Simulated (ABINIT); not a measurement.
**A GW chain in ABINIT: CdS (Greenockite)**

Aim: the G0W0 gap of CdS (Greenockite) on PBE, step by step.

Calculated with ABINIT 10.8.3; PBE and many-body steps on it, plane waves.

This is a report of a sequence of runs, with most program output left out.

The database entry behind the starting cell differs from later determinations by our own check (about 0.35 % long), so it need not match the best structure at ambient conditions.

**1. Starting point**

Symmetry: P6_3mc, No. 186, hexagonal system. The conventional cell has a = 4.150 Å, b = 4.150 Å, c = 6.737 Å, α = 90.00°, β = 90.00°, γ = 120.00°. Nearest to Cd lie 4 S at 2.53 to 2.54 Å. Nearest to S lie 4 Cd at 2.53 to 2.54 Å. Farther neighbours and most contacts between anions are not listed.

The cell and positions come from the Crystallography Open Database and are kept as given unless a step says otherwise.

**2. Ground state**

This step: ABINIT 10.8.3; DFT, PBE, plane waves, norm-conserving pseudopotentials.

The ground-state density comes first.

The input, run.abi:

```
acell 3*1.0 Angstrom
rprim 
  4.149999999997 0.000000000001 0.000000000000
  -2.074999999999 3.594005425702 0.000000000000
  0.000000000000 0.000000000000 6.737000000000
ntypat 2
znucl 48 16
natom 4
typat 1 1 2 2
xred 
  0.333333333333 0.666666666667 0.000000000000
  0.666666666667 0.333333333333 0.500000000000
  0.333333333333 0.666666666667 0.375000000000
  0.666666666667 0.333333333333 0.875000000000
pp_dirpath "pseudos"
pseudos "Cd.upf, S.upf"
ecut 47
ngkpt 3 3 4
nshiftk 1
shiftk 0 0 0
kptopt 1
chksymbreak 0
nband 32
occopt 1
tolvrs 1e-08
nstep 60
prtwf 0
optforces 0
optstress 0
indata_prefix "in"
outdata_prefix "out"
tmpdata_prefix "tmp"
```

Command:

```bash
$ OMP_NUM_THREADS=1 mpirun -n 4 abinit run.abi > log
```

The job ended after 35 s (4 MPI ranks of Intel Xeon 6975P-C (Granite Rapids), shared host; peak memory 0.54 GiB; 2.3 min of CPU time).

This step gave:

- total energy: -10145.2389 eV
- gap: 1.175 eV
- k of the valence top: 0, 0, 0
- k of the conduction bottom: 0, 0, 0
- least direct gap: 1.175 eV

The gap is direct, at Γ.

**3. Bands along the symmetry lines**

The cheap functional maps the bands first; the places of the edges decide which points the dearer methods must see.

The input, run.abi:

```
acell 3*1.0 Angstrom
rprim 
  4.149999999997 0.000000000001 0.000000000000
  -2.074999999999 3.594005425702 0.000000000000
  0.000000000000 0.000000000000 6.737000000000
ntypat 2
znucl 48 16
natom 4
typat 1 1 2 2
xred 
  0.333333333333 0.666666666667 0.000000000000
  0.666666666667 0.333333333333 0.500000000000
  0.333333333333 0.666666666667 0.375000000000
  0.666666666667 0.333333333333 0.875000000000
pp_dirpath "pseudos"
pseudos "Cd.upf, S.upf"
ecut 47
iscf -2
irdden 1
kptopt 0
nkpt 39
kpt 
  0.00000000 0.00000000 0.00000000
  0.12500000 0.00000000 0.00000000
  0.25000000 0.00000000 0.00000000
  0.37500000 0.00000000 0.00000000
  0.50000000 0.00000000 0.00000000
  0.45833333 0.08333333 0.00000000
  0.41666666 0.16666666 0.00000000
  0.37500000 0.25000000 0.00000000
  0.33333333 0.33333333 0.00000000
  0.25000000 0.25000000 0.00000000
  0.16666666 0.16666666 0.00000000
  0.08333333 0.08333333 0.00000000
  0.00000000 0.00000000 0.00000000
  0.00000000 0.00000000 0.12500000
  0.00000000 0.00000000 0.25000000
  0.00000000 0.00000000 0.37500000
  0.00000000 0.00000000 0.50000000
  0.12500000 0.00000000 0.50000000
  0.25000000 0.00000000 0.50000000
  0.37500000 0.00000000 0.50000000
  0.50000000 0.00000000 0.50000000
  0.45833333 0.08333333 0.50000000
  0.41666666 0.16666666 0.50000000
  0.37500000 0.25000000 0.50000000
  0.33333333 0.33333333 0.50000000
  0.25000000 0.25000000 0.50000000
  0.16666666 0.16666666 0.50000000
  0.08333333 0.08333333 0.50000000
  0.00000000 0.00000000 0.50000000
  0.50000000 0.00000000 0.50000000
  0.50000000 0.00000000 0.37500000
  0.50000000 0.00000000 0.25000000
  0.50000000 0.00000000 0.12500000
  0.50000000 -0.00000000 0.00000000
  0.33333333 0.33333333 0.50000000
  0.33333333 0.33333333 0.37500000
  0.33333333 0.33333333 0.25000000
  0.33333333 0.33333333 0.12500000
  0.33333333 0.33333333 0.00000000
istwfk *1
nband 33
nbdbuf 2
tolwfr 1e-08
nstep 40
prtwf 0
prtvol 0
indata_prefix "in"
outdata_prefix "out"
tmpdata_prefix "tmp"
```

Run time: 62 s. Hardware: 4 MPI ranks; peak memory 0.6 GiB.

Numbers from this step:

| Item | Value |
| --- | --- |
| gap | 1.175 eV |
| k of the valence top | 0, 0, 0 |
| k of the conduction bottom | 0, 0, 0 |
| least direct gap | 1.175 eV |

The gap is 1.175 eV, as in the run before at this level.

Electronic bands along the path, in eV, zero at the top of the highest filled band:

| point | band 23 | band 24 | band 25 | band 26 | band 27 | band 28 | band 29 | band 30 |
| --- | --- | --- | --- | --- | --- | --- | --- | --- |
| Γ | -0.76 | -0.05 | 0.00 | 0.00 | 1.18 | 2.76 | 6.44 | 6.44 |
| halfway | -1.92 | -1.35 | -0.50 | -0.37 | 2.95 | 3.98 | 5.48 | 6.38 |
| M | -2.63 | -1.85 | -1.29 | -0.73 | 3.69 | 3.86 | 5.09 | 6.36 |
| halfway | -2.66 | -2.15 | -1.43 | -1.18 | 4.29 | 4.67 | 4.92 | 6.42 |
| K | -3.05 | -1.84 | -1.84 | -1.59 | 4.63 | 5.05 | 5.05 | 7.14 |
| halfway | -2.37 | -1.64 | -0.65 | -0.62 | 3.37 | 4.49 | 5.54 | 5.78 |
| Γ | -0.76 | -0.05 | 0.00 | 0.00 | 1.18 | 2.76 | 6.44 | 6.44 |
| halfway | -0.65 | -0.65 | -0.12 | -0.12 | 2.06 | 2.84 | 6.28 | 6.51 |
| A | -0.39 | -0.39 | -0.39 | -0.39 | 2.82 | 2.82 | 6.16 | 6.16 |
| halfway | -1.31 | -1.31 | -0.88 | -0.88 | 3.79 | 3.79 | 5.39 | 5.39 |
| L | -1.32 | -1.32 | -1.32 | -1.32 | 3.46 | 3.46 | 5.36 | 5.36 |
| halfway | -1.93 | -1.93 | -1.16 | -1.16 | 3.98 | 3.98 | 5.69 | 5.69 |
| H | -2.38 | -2.38 | -1.11 | -1.11 | 4.36 | 4.36 | 6.08 | 6.08 |
| halfway | -1.33 | -1.33 | -1.17 | -1.17 | 4.11 | 4.11 | 5.40 | 5.40 |
| A | -0.39 | -0.39 | -0.39 | -0.39 | 2.82 | 2.82 | 6.16 | 6.16 |
| jump to L | -1.32 | -1.32 | -1.32 | -1.32 | 3.46 | 3.46 | 5.36 | 5.36 |
| halfway | -2.12 | -1.70 | -1.11 | -0.91 | 3.30 | 3.89 | 5.55 | 5.61 |
| M | -2.63 | -1.85 | -1.29 | -0.73 | 3.69 | 3.86 | 5.09 | 6.36 |
| jump to H | -2.38 | -2.38 | -1.11 | -1.11 | 4.36 | 4.36 | 6.08 | 6.08 |
| halfway | -2.86 | -1.85 | -1.47 | -1.47 | 4.75 | 4.75 | 5.07 | 6.71 |
| K | -3.05 | -1.84 | -1.84 | -1.59 | 4.63 | 5.05 | 5.05 | 7.14 |

**4. Empty states on the mesh, 3×3×2 mesh, 126 bands**

The sums over transitions need many empty states on a uniform mesh; this step solves for them.

The input, run.abi:

```
acell 3*1.0 Angstrom
rprim 
  4.149999999997 0.000000000001 0.000000000000
  -2.074999999999 3.594005425702 0.000000000000
  0.000000000000 0.000000000000 6.737000000000
ntypat 2
znucl 48 16
natom 4
typat 1 1 2 2
xred 
  0.333333333333 0.666666666667 0.000000000000
  0.666666666667 0.333333333333 0.500000000000
  0.333333333333 0.666666666667 0.375000000000
  0.666666666667 0.333333333333 0.875000000000
pp_dirpath "pseudos"
pseudos "Cd.upf, S.upf"
ecut 47
ngkpt 3 3 2
nshiftk 1
shiftk 0 0 0
kptopt 1
chksymbreak 0
iscf -2
irdden 1
istwfk *1
nband 126
nbdbuf 10
tolwfr 1e-09
nstep 60
prtvol 0
indata_prefix "in"
outdata_prefix "out"
tmpdata_prefix "tmp"
```

Wall time 83 s (4 MPI ranks); peak memory 0.55 GiB; 5.5 min of CPU time.

Numbers from this step:

- gap: 1.175 eV
- k of the valence top: 0, 0, 0
- k of the conduction bottom: 0, 0, 0
- least direct gap: 1.175 eV
- k points computed: 6
- lowest point of the top converged band, above the valence top: 47.23 eV

On this mesh the gap is 1.175 eV.

**5. Screening, 3×3×2 mesh, 116 bands, screening to 119.7 eV**

The RPA dielectric matrix is built and inverted for each q.

This step: RPA screening on PBE, plane waves, norm-conserving pseudopotentials.

Changes to run.abi since step 4:

```diff
@@ -22,10 +22,11 @@
 chksymbreak 0
-iscf -2
-irdden 1
 istwfk *1
-nband 126
-nbdbuf 10
-tolwfr 1e-09
-nstep 60
-prtvol 0
+occopt 1
+irdwfk 1
+optdriver 3
+nband 116
+ecuteps 4.4
+inclvkb 2
+awtr 1
+symchi 1
 indata_prefix "in"
```

Wall time 33 s (4 MPI ranks); peak memory 1.4 GiB; 2.2 min of CPU time.

Numbers from this step:

```yaml
eps_infinity_with_local_fields_on_this_mesh_along_the_program_s_q_direction: 13.89
the_same_without_local_fields: 14.70
plasma_frequency: 26.71 eV
plane_waves_in_the_screening_matrix: 313
```

Local fields lower ε∞ by 6 %. On a Γ-centred mesh this coarse the value itself is usually too large, while a short band sum pulls it down.

**6. Self-energy, 3×3×2 mesh, 116 bands, screening to 119.7 eV**

The self-energy is evaluated for the states that the input lists, and the levels follow from it, in one-shot runs by the linearised quasiparticle equation.

This step: G0W0 on PBE, plane waves, norm-conserving pseudopotentials.

Changes to run.abi since step 5:

```diff
@@ -25,8 +25,15 @@
 irdwfk 1
-optdriver 3
+optdriver 4
 nband 116
+gwcalctyp 0
+ecutsigx 47
+symsigma 1
+nkptgw 1
+kptgw 
+  0.0000000000 0.0000000000 0.0000000000
+bdgw 
+  25 28
 ecuteps 4.4
-inclvkb 2
-awtr 1
-symchi 1
+irdscr 1
+ppmodel 1
 indata_prefix "in"
```

Run time: 5.5 s. Hardware: 4 MPI ranks; peak memory 1.2 GiB.

This step gave:

```
G0W0 gap on the points computed              : 2.005 eV
starting gap on the mesh                     : 1.175 eV
k of the valence top                         : 0, 0, 0
k of the conduction bottom                   : 0, 0, 0
Z at the valence top                         : 0.779
Z at the conduction bottom                   : 0.813
least direct G0W0 gap on the computed points : 2.005 eV
```

The gap on the mesh goes from 1.18 eV to 2.01 eV, a correction of +0.83 eV.

Limits: finite bands, cutoff and mesh; no spin-orbit coupling; coarse k mesh. v1 is the top filled band, c1 the lowest empty one. Levels before and after the correction, in eV, zero at the valence-band top of each column:

|  | conduction bottom | valence top |
| --- | --- | --- |
| Kohn-Sham | 1.18 | 0.00 |
| G0W0 | 2.00 | 0.00 |

|  | level | energy (eV) |
| --- | --- | --- |
| Kohn-Sham | Γ v2-v1 | 0.000 |
| Kohn-Sham | Γ c1 | 1.175 |
| Kohn-Sham | Γ c2 | 2.764 |
| G0W0 | Γ v2-v1 | 0.000 |
| G0W0 | Γ c1 | 2.005 |
| G0W0 | Γ c2 | 3.735 |

**7. Where the time went**

Times are wall times on 4 MPI ranks of Intel Xeon 6975P-C (Granite Rapids), shared host, good to a factor of about two.

| step | time | share | memory (GiB) |
| --- | --- | --- | --- |
| ground state | 35 s | 16 % | 0.54 |
| bands along the symmetry lines | 62 s | 28 % | 0.6 |
| empty states on the mesh | 83 s | 38 % | 0.55 |
| screening | 33 s | 15 % | 1.4 |
| self-energy | 5.5 s | 2 % | 1.2 |

**8. Summary of results**

```json
{
 "PBE gap": "1.18 eV, direct",
 "G0W0 gap on the mesh": "2.01 eV",
 "GW settings": "3×3×2 mesh, 116 bands, screening to 119.7 eV, Godby-Needs plasmon pole",
 "known limits": "not at the basis limit; no spin-orbit coupling; coarse k mesh"
}
```

In words: G0W0 moves the gap on the mesh from 1.18 eV to 2.01 eV (+0.83 eV), with Z of 0.78 and 0.81 at the edges. Local fields lower the RPA ε∞ on this mesh from 14.70 to 13.89; a Γ-centred mesh this coarse tends to raise both, most where the direct gap is narrow, while a short band sum lowers them. Only 1 of the mesh's irreducible points was corrected, so a valley elsewhere could overtake. Bands and cutoff are finite, so the gap is not at the basis limit. The miss can reach some tenths of an eV and take either sign; the mesh is an error of its own. In the G0W0 run levels were corrected at 1 k point alone, so a gap called «on the mesh» is the least over those, and an edge elsewhere would be missed. The 3×3×2 mesh is coarse for this cell, which bears on the long-range parts of exchange and screening. The many-body steps are scalar-relativistic: spin-orbit coupling is not in them.

[Paths, hosts, dates, memory and timing lines, banners, echoed tables and standing remarks are left out of the program output.]

[Logs are printed without paths, hosts, clocks, repeated set-up lines and the standing remarks that a program may print on its own settings, such as how far it seeks lower states.]

[Runs of the session that timed out or met a known fault of the program may be left out.]

[Hosts, paths, dates, database ids (printed as entryN), source tags and the programs' standing remarks are cut or masked in the printed files.]

[G0W0 gaps are taken among the corrected bands and points alone; a level outside them can change the order at an edge.]

[Where Ansatz stands beside ABINIT at settings called matched, ABINIT's density can come from a denser mesh and the files from another edition; pairs whose starting gaps differed by over 0.03 eV were left out, so agreement reads better than it is.]
